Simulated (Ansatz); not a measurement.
**Zn5Co, from a guessed structure to a relaxed one**

Starting from a made-up structure for Zn5Co, the aim is the relaxed cell, its shortest contacts and, where a second run follows, its electronic structure.

Method: DFT, PBEsol, plane-wave PAW, files of the set soft_1, scalar-relativistic, ferromagnetic start, cell and ions relaxed at zero pressure; PAW set soft_1, in Ansatz 0.2.0.

## (1) Set-up

It takes space group P-6m2 (No. 187, hexagonal). The conventional cell has a = 2.926 Å, b = 2.926 Å, c = 13.030 Å, α = 90.00°, β = 90.00°, γ = 120.00°. Nearest to Zn lie 3 Co at 2.51 Å and 3 Zn at 2.80 Å. Nearest to Zn lie 12 Zn at 2.80 to 2.96 Å. Nearest to Zn lie 12 Zn at 2.93 to 2.96 Å. Co has 6 Zn at 2.51 Å nearest. Farther neighbours are not listed.

## (2) Relaxation of the guess

The guess takes its coordinates from another compound and its volume from a rule, so the cell and any free coordinates are relaxed together.

File input.yaml:

```yaml
crystal:
  lattice:
    - [2.926, 0.0, 0.0]
    - [-1.463, 2.533990331, 0.0]
    - [0.0, 0.0, 13.03]
  atoms:
    - { symbol: Zn, position: [0.333333333, 0.666666667, 0.142] }
    - { symbol: Zn, position: [0.0, 0.0, 0.3137] }
    - { symbol: Zn, position: [0.333333333, 0.666666667, 0.5] }
    - { symbol: Zn, position: [0.0, 0.0, 0.6863] }
    - { symbol: Zn, position: [0.333333333, 0.666666667, 0.858] }
    - { symbol: Co, position: [0.0, 0.0, 0.0], spin: 2.0 }
magnetization:
  spin_polarized: true
kpoints:
  mp_grid: { grid: [10, 10, 2] }
scf:
  occupations: { method: fermi_dirac, width: 0.05 }
hamiltonian:
  xc: pbesol
  pseudopotentials: { kind: paw, azcp: { folder: soft_1 }, xc_functional: pbe }
relax:
  f_tol: 0.015
  max_steps: 70
  cell: {}
output:
  forces: true
  stress: true
```

The run is started by

```sh
$ ansatz run input.yaml --threads 4 --pin off --max-ram 10240MiB --backend cpu --events-out ev --progress --plain --runs-dir out
```

Numbers of over 12 decimals in the logs are rounded to 6 here.

Output:

```text
Engine: ansatz 0.2.0, x86_64-unknown-linux-gnu
Pseudopotentials: kind: paw
Pseudopotential: Zn, paw, valence charge 12, recommended cutoff 420 eV (normal), soft_1/Zn.paw.azcp
Pseudopotential: Co, paw, valence charge 17, recommended cutoff 420 eV (normal), soft_1/Co.paw.azcp
Functional definition: PBEsol
  exchange = pbesol_x
  correlation = pbesol_c
Crystal: 6 atoms, lattice volume = 96.610 Å³
Basis set: ecut = 420 eV, 1867 PW (Γ), exchange–correlation on 40×40×180 points (8 copies of the dense FFT grid, shifted against one another)
Bands: 48, of which v1, the nominal top of the filled ones, is band 39 counted from 1 (38 counted from 0)
Symmetry: 12 space group operations
Space group: P-6m2 (ITA 187), of the structure as read, at distance tolerance 4.6e-5 Å
Magnetic group: BNS 187.209 (UNI 1439), of the structure as read, at distance tolerance 4.6e-5 Å
k-points: 28 of 200 (time reversal used)
Non-local potential: Zn, projectors of the file, l = 0: 2, l = 1: 2, l = 2: 3, l = 3: 1
Non-local potential: Co, projectors of the file, l = 0: 3, l = 1: 2, l = 2: 3, l = 3: 1
PAW form: soft (Blöchl's): semilocal exchange-correlation on the pseudo side does not see the compensation charge
PAW frozen core: Zn, regenerated for the run's functional, and the local potential with it (the file was generated under x = pbe(κ = 0.804, μ = 0.219515), c = pbe(β = 0.066725))
PAW frozen core: Co, regenerated for the run's functional, and the local potential with it (the file was generated under x = pbe(κ = 0.804, μ = 0.219515), c = pbe(β = 0.066725))
PAW one-centre angular grid: Zn, 590 points (default); XC on 64 Gauss nodes
PAW one-centre angular grid: Co, 590 points (default); XC on 64 Gauss nodes
Initial density: superposition of atomic densities (chi_scale 0.1, normalization cell)
Starting moments: Σ|m| = 2 μB on 1 of 6 sites
Initial wavefunctions: pseudopotential atomic-orbital guess
Functional: x = pbesol(κ = 0.804, μ = 0.123457), c = pbesol(β = 0.046)
SCF iter   1: F=—  HF=-21496.181153 eV  |F-HF|=—  |Δ(HF+E_count)|=         —  Δρ=4.04e-2 (↑2.98e-2 ↓4.04e-2)  dr2=1.45e1  dr2_m=1.04e-1  M=1.495 μB ∫|m|=1.714 μB  β_m=0.30  ethr=3.10e-3  ⟨swp⟩=8.7  Hψ=12828  notcnv=0  defer=16
Mixer restart at iter 1: flushing history
preconditioner: auto → Kerker (q_TF=auto, 2.627 Å⁻¹)  [metal: Δε(μ)=0.044 eV  Ē_g=9.513 eV  σ=0.050 eV  W_gap=0.21  n_scr=28 (ndim 8)  ℏωp=31.4 eV  f_vac=0.000  D(μ)=4.04/eV (n_scr^D=40)]
spin=Collinear: Kerker preconditioning applied to the charge; magnetization (m = ρ↑ − ρ↓) channel mixes plain (no charge-response kernel on spin).
SCF iter   2: F=—  HF=-21496.520066 eV  |F-HF|=—  |Δ(HF+E_count)|=   3.39e-1  Δρ=2.83e-2 (↑1.40e-2 ↓2.83e-2)  dr2=1.04e1  dr2_m=1.31e-1  M=1.388 μB ∫|m|=1.631 μB  β_m=0.48  ethr=3.10e-3  ⟨swp⟩=2.2  Hψ=5332  notcnv=0  defer=135
SCF iter   3: F=—  HF=-21496.898032 eV  |F-HF|=—  |Δ(HF+E_count)|=   3.78e-1  Δρ=2.41e-2 (↑9.50e-3 ↓2.41e-2)  dr2=7.17e0  dr2_m=1.27e-1  M=1.200 μB ∫|m|=1.432 μB  β_m=0.24  ethr=3.10e-3  ⟨swp⟩=2.5  Hψ=3571  notcnv=0  defer=129
SCF iter   4: F=—  HF=-21496.420130 eV  |F-HF|=—  |Δ(HF+E_count)|=   4.78e-1  Δρ=1.84e-2 (↑1.84e-2 ↓8.73e-3)  dr2=2.06e0  dr2_m=5.35e-2  M=1.028 μB ∫|m|=1.265 μB  β_m=0.50  ethr=3.10e-3  ⟨swp⟩=3.0  Hψ=4274  notcnv=0  defer=132
SCF iter   5: F=—  HF=-21496.518926 eV  |F-HF|=—  |Δ(HF+E_count)|=   9.88e-2  Δρ=7.90e-3 (↑5.19e-3 ↓7.90e-3)  dr2=8.17e-1  dr2_m=2.56e-3  M=1.042 μB ∫|m|=1.243 μB  β_m=0.45  ethr=2.68e-3  ⟨swp⟩=2.5  Hψ=3956  notcnv=0  defer=131
SCF iter   6: F=—  HF=-21496.479614 eV  |F-HF|=—  |Δ(HF+E_count)|=   3.93e-2  Δρ=6.65e-3 (↑2.75e-3 ↓6.65e-3)  dr2=9.30e-2  dr2_m=4.54e-3  M=1.087 μB ∫|m|=1.271 μB  β_m=0.65  ethr=1.06e-3  ⟨swp⟩=2.1  Hψ=3263  notcnv=0  defer=132
SCF iter   7: F=—  HF=-21496.475472 eV  |F-HF|=—  |Δ(HF+E_count)|=         —  Δρ=4.58e-3 (↑3.70e-3 ↓4.58e-3)  dr2=2.38e-2  dr2_m=1.43e-2  M=1.168 μB ∫|m|=1.361 μB  β_m=0.65  ethr=1.21e-4  ⟨swp⟩=2.0  Hψ=3505  notcnv=0  defer=132
SCF iter   8: F=—  HF=-21496.475001 eV  |F-HF|=—  |Δ(HF+E_count)|=   4.71e-4  Δρ=2.60e-3 (↑2.60e-3 ↓1.19e-3)  dr2=4.90e-2  dr2_m=5.09e-4  M=1.165 μB ∫|m|=1.362 μB  β_m=0.73  ethr=3.09e-5  ⟨swp⟩=2.0  Hψ=3428  notcnv=0  defer=128
SCF iter   9: F=—  HF=-21496.473706 eV  |F-HF|=—  |Δ(HF+E_count)|=   1.30e-3  Δρ=2.39e-3 (↑2.39e-3 ↓1.00e-3)  dr2=6.06e-3  dr2_m=1.96e-3  M=1.188 μB ∫|m|=1.388 μB  β_m=0.55  ethr=3.09e-5  ⟨swp⟩=2.1  Hψ=3985  notcnv=0  defer=128
SCF iter  10: F=—  HF=-21496.472997 eV  |F-HF|=—  |Δ(HF+E_count)|=   7.09e-4  Δρ=1.49e-3 (↑1.49e-3 ↓1.24e-3)  dr2=3.31e-4  dr2_m=1.61e-3  M=1.203 μB ∫|m|=1.405 μB  β_m=0.46  ethr=7.87e-6  ⟨swp⟩=2.3  Hψ=4349  notcnv=0  defer=128
SCF iter  11: F=—  HF=-21496.472886 eV  |F-HF|=—  |Δ(HF+E_count)|=   1.11e-4  Δρ=3.57e-4 (↑3.57e-4 ↓2.26e-4)  dr2=1.26e-4  dr2_m=4.93e-5  M=1.206 μB ∫|m|=1.411 μB  β_m=0.74  ethr=4.30e-7  ⟨swp⟩=2.0  Hψ=4018  notcnv=0  defer=128
SCF iter  12: F=—  HF=-21496.472906 eV  |F-HF|=—  |Δ(HF+E_count)|=   2.00e-5  Δρ=3.95e-4 (↑1.60e-4 ↓3.95e-4)  dr2=1.87e-4  dr2_m=3.66e-5  M=1.211 μB ∫|m|=1.418 μB  β_m=0.63  ethr=1.63e-7  ⟨swp⟩=2.0  Hψ=4769  notcnv=0  defer=128
SCF iter  13: F=—  HF=-21496.472904 eV  |F-HF|=—  |Δ(HF+E_count)|=   2.45e-6  Δρ=2.51e-4 (↑2.22e-4 ↓2.51e-4)  dr2=9.34e-6  dr2_m=4.87e-5  M=1.211 μB ∫|m|=1.418 μB  β_m=0.72  ethr=1.63e-7  ⟨swp⟩=2.0  Hψ=4533  notcnv=0  defer=128
SCF iter  14: F=—  HF=-21496.472900 eV  |F-HF|=—  |Δ(HF+E_count)|=   3.48e-6  Δρ=7.54e-5 (↑1.34e-5 ↓7.54e-5)  dr2=7.98e-6  dr2_m=1.62e-6  M=1.212 μB ∫|m|=1.420 μB  β_m=0.86  ethr=1.21e-8  ⟨swp⟩=2.0  Hψ=3924  notcnv=0  defer=128
SCF iter  15: F=—  HF=-21496.472901 eV  |F-HF|=—  |Δ(HF+E_count)|=   6.73e-7  Δρ=3.35e-5 (↑3.44e-6 ↓3.35e-5)  dr2=1.60e-6  dr2_m=2.61e-7  M=1.212 μB ∫|m|=1.420 μB  β_m=0.90  ethr=1.04e-8  ⟨swp⟩=1.5  Hψ=2776  notcnv=0  defer=128
SCF iter  16: F=—  HF=-21496.472901 eV  |F-HF|=—  |Δ(HF+E_count)|=  7.79e-10  Δρ=5.75e-6 (↑3.87e-6 ↓5.75e-6)  dr2=7.70e-8  dr2_m=1.84e-9  M=1.212 μB ∫|m|=1.420 μB  β_m=0.71  ethr=2.07e-9  ⟨swp⟩=2.0  Hψ=3003  notcnv=0  defer=128
SCF iter  17: F=—  HF=-21496.472901 eV  |F-HF|=—  |Δ(HF+E_count)|=   1.40e-8  Δρ=4.63e-6 (↑6.51e-7 ↓4.63e-6)  dr2=3.17e-8  dr2_m=4.56e-9  M=1.212 μB ∫|m|=1.420 μB  β_m=0.73  ethr=1.00e-10  ⟨swp⟩=2.0  Hψ=3923  notcnv=0  defer=128
SCF iter  18: F=-21496.472901 eV  HF=-21496.472901 eV  |F-HF|=8.21e-8  |Δ(HF+E_count)|=   3.49e-9  Δρ=5.54e-6 (↑9.49e-7 ↓5.54e-6)  dr2=8.59e-8  dr2_m=4.97e-9  M=1.212 μB ∫|m|=1.420 μB  ethr=4.11e-11  ⟨swp⟩=2.0  Hψ=7713  notcnv=0
SCF 1 converged in 18 iterations: F = -21496.472901 eV  dr2 = 8.59e-8
[...]
relax step   5: F+E_penalty+E_count = -21497.49111118 eV  Δ(F+E_penalty+E_count) = -9.304e-3 eV  max|allowed force component| = 1.857e-2 eV/Å  Δτ_max = 0.0073 Å  P = -0.077 GPa  Ω = 78.826 Å³  energy of the carried Pulay correction = +1.279e-2 eV  (11 SCF iters, dr2 threshold 6.00e-7 eV, accepted)
relax step   6: F+E_penalty+E_count = -21497.49030438 eV  Δ(F+E_penalty+E_count) = +8.068e-4 eV  max|allowed force component| = 6.415e-2 eV/Å  Δτ_max = 0.0365 Å  P = -0.329 GPa  Ω = 79.547 Å³  energy of the carried Pulay correction = +1.222e-2 eV  (13 SCF iters, dr2 threshold 6.00e-7 eV, rejected (line search))
relax step   7: F+E_penalty+E_count = -21497.49526179 eV  Δ(F+E_penalty+E_count) = -4.151e-3 eV  max|allowed force component| = 5.356e-3 eV/Å  Δτ_max = 0.0107 Å  P = -0.032 GPa  Ω = 78.933 Å³  energy of the carried Pulay correction = +1.271e-2 eV  (18 SCF iters, accepted)
relax step   8: F+E_penalty+E_count = -21497.49541574 eV  Δ(F+E_penalty+E_count) = -1.539e-4 eV  max|allowed force component| = 2.272e-3 eV/Å  Δτ_max = 0.0007 Å  P = +0.005 GPa  Ω = 78.891 Å³  energy of the carried Pulay correction = +1.274e-2 eV  (11 SCF iters, dr2 threshold 5.92e-8 eV, accepted)
relax step   9: F+E_penalty+E_count = -21497.49544205 eV  Δ(F+E_penalty+E_count) = -2.631e-5 eV  max|allowed force component| = 5.904e-3 eV/Å  Δτ_max = 0.0026 Å  P = -0.006 GPa  Ω = 78.876 Å³  energy of the carried Pulay correction = +1.275e-2 eV  (15 SCF iters, accepted)
relax step  10: F+E_penalty+E_count = -21497.48540668 eV  Δ(F+E_penalty+E_count) = +1.004e-2 eV  max|allowed force component| = 6.736e-3 eV/Å  Δτ_max = 0.0000 Å  P = -0.053 GPa  Ω = 78.876 Å³  stress off target by 8.04e-2 GPa  SCF on the basis re-selected at this cell (its energy is not comparable with the rows above)  (16 SCF iters)
relax step  11: F+E_penalty+E_count = -21497.48546577 eV  Δ(F+E_penalty+E_count) = -5.909e-5 eV  max|allowed force component| = 5.651e-4 eV/Å  Δτ_max = 0.0006 Å  P = +0.006 GPa  Ω = 78.835 Å³  energy of the carried Pulay correction = +3.190e-5 eV  (10 SCF iters, dr2 threshold 1.61e-8 eV, accepted)
iter 1 solved again at ethr=1.63e-7 eV; its pass at ethr=3.10e-3 eV (dr2=1.25e-4 eV) is discarded
SCF iter   1: F=—  HF=-21497.485422 eV  |F-HF|=—  |Δ(HF+E_count)|=         —  Δρ=5.42e-6 (↑2.63e-6 ↓5.42e-6)  dr2=3.18e-9  dr2_m=2.44e-9  M=1.186 μB ∫|m|=1.374 μB  β_m=0.65  ethr=1.63e-7  ⟨swp⟩=3.3  Hψ=20550  notcnv=0
eigensolver tolerance schedule: the retry pair's looser diagonalisation over-reported the residual by 39443.01 of it (diagonalisation noise at an unbounded share of the residual, at the tolerance the schedule requests for it); recorded, not acted on — ethr = c·dr2/N_el stays at c = 1.0e-1
spin=Collinear: Kerker preconditioning applied to the charge; magnetization (m = ρ↑ − ρ↓) channel mixes plain (no charge-response kernel on spin).
SCF iter   2: F=—  HF=-21497.485424 eV  |F-HF|=—  |Δ(HF+E_count)|=   1.98e-6  Δρ=3.32e-6 (↑2.89e-6 ↓3.32e-6)  dr2=1.13e-8  dr2_m=3.06e-10  M=1.186 μB ∫|m|=1.374 μB  β_m=0.55  ethr=4.13e-12  ⟨swp⟩=3.7  Hψ=7476  notcnv=0
SCF iter   3: F=—  HF=-21497.485424 eV  |F-HF|=—  |Δ(HF+E_count)|=   5.42e-9  Δρ=1.06e-6 (↑5.77e-7 ↓1.06e-6)  dr2=2.93e-10  dr2_m=7.73e-11  M=1.186 μB ∫|m|=1.374 μB  β_m=0.57  ethr=4.13e-12  ⟨swp⟩=2.0  Hψ=4613  notcnv=0
SCF iter   4: F=—  HF=-21497.485424 eV  |F-HF|=—  |Δ(HF+E_count)|=   2.42e-9  Δρ=2.92e-7 (↑2.11e-7 ↓2.92e-7)  dr2=6.69e-11  dr2_m=7.07e-12  M=1.186 μB ∫|m|=1.374 μB  β_m=0.69  ethr=1.00e-12  ⟨swp⟩=2.1  Hψ=4202  notcnv=0
SCF iter   5: F=—  HF=-21497.485424 eV  |F-HF|=—  |Δ(HF+E_count)|=  2.58e-10  Δρ=7.80e-8 (↑7.53e-8 ↓7.80e-8)  dr2=3.99e-11  dr2_m=1.35e-12  M=1.186 μB ∫|m|=1.374 μB  β_m=0.84  ethr=1.00e-12  ⟨swp⟩=1.0  Hψ=2745  notcnv=0
SCF iter   6: F=—  HF=-21497.485424 eV  |F-HF|=—  |Δ(HF+E_count)|=  2.18e-11  Δρ=3.03e-7 (↑1.19e-7 ↓3.03e-7)  dr2=2.67e-10  dr2_m=7.62e-12  M=1.186 μB ∫|m|=1.374 μB  β_m=0.67  ethr=1.00e-12  ⟨swp⟩=1.0  Hψ=2688  notcnv=0
SCF iter   7: F=-21497.485424 eV  HF=-21497.485424 eV  |F-HF|=7.28e-12  |Δ(HF+E_count)|=  1.46e-11  Δρ=4.48e-8 (↑4.48e-8 ↓3.80e-8)  dr2=1.05e-11  dr2_m=2.32e-14  M=1.186 μB ∫|m|=1.374 μB  ethr=1.00e-12  ⟨swp⟩=3.1  Hψ=8540  notcnv=0
SCF 12 converged in 7 iterations: F = -21497.485424 eV  dr2 = 1.05e-11
relax step  12: F+E_penalty+E_count = -21497.48542439 eV  Δ(F+E_penalty+E_count) = +4.138e-5 eV  max|allowed force component| = 5.633e-4 eV/Å  Δτ_max = 0.0000 Å  P = +0.006 GPa  Ω = 78.835 Å³  stress off target by 1.08e-2 GPa  SCF on the basis re-selected at this cell (its energy is not comparable with the rows above)  (7 SCF iters)
basis re-selected at this cell: Δ(F+E_penalty+E_count) = +4.138e-5 eV, ΔP = +0.000 GPa vs the last step (what re-selecting the basis moved, of the pressure what is left beyond the Pulay correction that the steps carried, after the strain that the cell walked since its last selection, with what the two solves' SCF thresholds leave and, on support functions, any second-order correction that the steps lacked; it is no m [...]
SCF converged after 7 iterations
Magnetization: 1.1862 μB (39.0931 up, 37.9069 down)
Absolute magnetization: 1.3791 μB (∫|ρ↑−ρ↓|, with the PAW one-centre terms)
Spin contamination: 0.0590 ħ² per cell (⟨S²⟩ above its minimum at these occupations)
Per-site moments (μB) at R_I (Å): [(-0.011891, 1.026778), (0.00574646, 1.088251), (0.00601964, 1.088251), (0.00574646, 1.088251), (-0.011891, 1.026778), (1.241804, 1.026778)]
Free energy (F): -21497.485424 eV
Harris-Foulkes:  -21497.485424 eV  (|F-HF|=7.28e-12)
Internal energy: -21497.460896 eV  (E = F + TS)
E sigma→0 (E₀):  -21497.473160 eV
Entropy (-TS):   -0.024529 eV (-4.088 meV/atom)
Fermi energy:    13.361982 eV
--- Per-component energies (eV) ---
  E_band       = 40.762503
  E_kinetic    = 1037.993462
  E_local      = -12790.648942  (includes V_loc(G=0)·N_el)
  E_nonlocal   = 4525.499950
  E_hartree    = 5143.940109
  E_xc         = -485.389872
  E_vxc        = -381.679180  (∫ρ·V_xc dr)
  E_paw        = -10829.994111  (= ΣΔE_a)
  E_vpaw       = -2638.281763  (= ΣTr[D̂ρ^β])
  E_aug_tail   = -0.001205  (compensation charges beyond the density's cutoff)
  E_ewald      = -8103.035484
  E_core_change = 4.175199  (= ΣΔE_core)
  E_smearing   = -0.024529  (= −TS)
  E_closure    = 0.000000  (closes the sum)
  Σ components = -21497.485424   (vs F -21497.485424, Δ=0.00e0)
--- Forces (eV/Å), atoms counted from 1 ---
  atom   1  Zn     0.00000000    -0.00000000     0.00056325
  atom   2  Zn     0.00000000     0.00000000    -0.00045541
  atom   3  Zn    -0.00000000    -0.00000000     0.00000000
  atom   4  Zn     0.00000000     0.00000000     0.00045541
  atom   5  Zn     0.00000000    -0.00000000    -0.00056325
  atom   6  Co     0.00000000     0.00000000     0.00000000
  max |Σ_I F_I| component: 1.11e-16 eV/Å
--- Stress (GPa, compression-positive) ---
        0.004252      -0.000000       0.000000
        0.000000       0.004252       0.000000
        0.000000       0.000000       0.010773
  P = ⅓ Tr σ = 0.0064 GPa (0.064 kbar)
--- Relaxed structure (10 steps of the walk, 9 accepted, 2 SCFs on fresh bases) ---
  F+E_penalty+E_count = -21497.48542439 eV   max|allowed force component| = 5.633e-4 eV/Å   (the final SCF, on the basis selected at the relaxed cell)
  cell:  # Å, volume = 78.8348 Å³
    - [2.638184, 0, 0.0]
    - [-1.319092, 2.284734, 0.0]
    - [0.0, 0.0, 13.079071]
  atoms:
    - { symbol: Zn, position: [0.333333, 0.666667, 0.150525] }
    - { symbol: Zn, position: [1.8503717085702407e-17, -2.7755575615628898e-17, 0.323962] }
    - { symbol: Zn, position: [0.333333, 0.666667, 0.500000] }
    - { symbol: Zn, position: [1.8503717085702407e-17, -2.7755575615628898e-17, 0.676038] }
    - { symbol: Zn, position: [0.333333, 0.666667, 0.849475] }
    - { symbol: Co, position: [1.850371708570241e-17, -2.775557561562892e-17, 0] }
```

Elapsed: 63 s, on 4 threads of AMD EPYC 9B14 (Zen 4), shared host; peak memory 0.6 GiB.

Relaxation path:

| step | energy less that of the first step (eV) | largest force component (eV/Å) | pressure (GPa) | volume (Å³) |
| --- | --- | --- | --- | --- |
| 1 | 0.0000 | 0.1497 | -12.10 | 96.61 |
| 2 | -0.7820 | 0.2070 | -6.37 | 85.17 |
| 3 | -0.9764 | 0.1650 | 4.18 | 76.11 |
| 4 | -1.0089 | 0.1027 | 0.16 | 78.73 |
| 5 | -1.0182 | 0.0186 | -0.08 | 78.83 |
| 6 | -1.0174 | 0.0642 | -0.33 | 79.55 |
| 7 | -1.0224 | 0.0054 | -0.03 | 78.93 |
| 8 | -1.0225 | 0.0023 | 0.00 | 78.89 |
| 9 | -1.0225 | 0.0059 | -0.01 | 78.88 |
| 10* | -1.0125 | 0.0067 | -0.05 | 78.88 |
| 11 | -1.0126 | 0.0006 | 0.01 | 78.83 |
| 12* | -1.0125 | 0.0006 | 0.01 | 78.83 |

Relaxation steps marked * repeat the geometry before them on a plane-wave basis chosen anew for their cell, so energy and pressure can jump there. Relaxation step 6 was tried and not accepted.

Forces are held to the 12 operations that the run works with; a distortion that breaks them can't arise in this run.

| conventional cell, symmetrised | before | after | change |
| --- | --- | --- | --- |
| a (Å) | 2.926 | 2.638 | -9.8 % |
| b (Å) | 2.926 | 2.638 | -9.8 % |
| c (Å) | 13.030 | 13.079 | +0.4 % |
| volume (Å³/atom) | 16.10 | 13.14 | -18.4 % |

The atoms that moved most (Å, as changes of fractional coordinates times the final cell):

| atom | dx | dy | dz | length |
| --- | --- | --- | --- | --- |
| Zn2 | 0.000 | 0.000 | 0.134 | 0.134 |
| Zn4 | 0.000 | 0.000 | -0.134 | 0.134 |
| Zn5 | 0.000 | 0.000 | -0.112 | 0.112 |
| Zn1 | 0.000 | 0.000 | 0.112 | 0.112 |

Final coordinates:

```cif
data_structure
_symmetry_space_group_name_H-M 'P 1'
_symmetry_Int_Tables_number 1
_cell_length_a 2.6382
_cell_length_b 2.6382
_cell_length_c 13.0791
_cell_angle_alpha 90.000
_cell_angle_beta 90.000
_cell_angle_gamma 120.000
_cell_volume 78.83
loop_
_atom_site_label
_atom_site_type_symbol
_atom_site_fract_x
_atom_site_fract_y
_atom_site_fract_z
_atom_site_occupancy
Zn1 Zn 0.33333 0.66667 0.15053 1
Zn2 Zn 0.00000 0.00000 0.32396 1
Zn3 Zn 0.33333 0.66667 0.50000 1
Zn4 Zn 0.00000 0.00000 0.67604 1
Zn5 Zn 0.33333 0.66667 0.84947 1
Co6 Co 0.00000 0.00000 0.00000 1
```

Numbers from this step:

- free energy: -21497.4854 eV
- energy at zero smearing: -21497.4732 eV
- smearing term TS: 0.02453 eV
- Fermi energy: 13.36 eV
- magnetization: 1.186 μB
- absolute magnetization: 1.379 μB
- site moments: -0.01189, 0.005746, 0.006020, 0.005746, -0.01189, 1.242 μB
- electrons: 77
- symmetry operations: 12
- pressure: 0.006426 GPa

Site moment by atom:

| atom | site moment (μB) |
| --- | --- |
| Zn1 | -0.01 |
| Zn2 | 0.01 |
| Zn3 | 0.01 |
| Zn4 | 0.01 |
| Zn5 | -0.01 |
| Co6 | 1.24 |

The shortest distance of each pair, which need not be the same contact before and after:

| pair | guess (Å) | relaxed (Å) |
| --- | --- | --- |
| Co–Zn | 2.505 | 2.489 |
| Zn–Zn | 2.803 | 2.638 |
| Co–Co | 2.926 | 2.638 |

The relaxation ends with a largest force component of 5.6e-4 eV/Å and a pressure of 0.01 GPa.

## (3) Results

```json
{
  "space group, relaxed": "P-6m2",
  "conventional cell": "a = 2.638, b = 2.638, c = 13.079 Å; α = 90.0°, β = 90.0°, γ = 120.0°",
  "volume per atom": "13.14 Å³ (guess 16.10)",
  "total moment": "1.19 μB in the cell of 6 atoms"
}
```

In words: Zn5Co relaxes to P-6m2 with a = 2.638, b = 2.638 and c = 13.079 Å. The guessed volume was 23 % too large. The space group P-6m2 was held in the relaxation, so the end point is a stationary structure within it and may be a saddle against distortions or other arrangements. The input starts from parallel moments, and no other start was typed. Mesh and cutoff weren't tested. A vector of the cell changed its length by 10 %, more than the volume shows. No dispersion term is used, so weakly bound directions may come out too long. Nothing here tests whether the compound is stable against decomposition.

[Logs are printed without paths, hosts, clocks, repeated set-up lines and the standing remarks that a program may print on its own settings, such as how far it seeks lower states.]

[Hosts, paths, dates, database ids (printed as entryN), source tags and the programs' standing remarks are cut or masked in the printed files.]
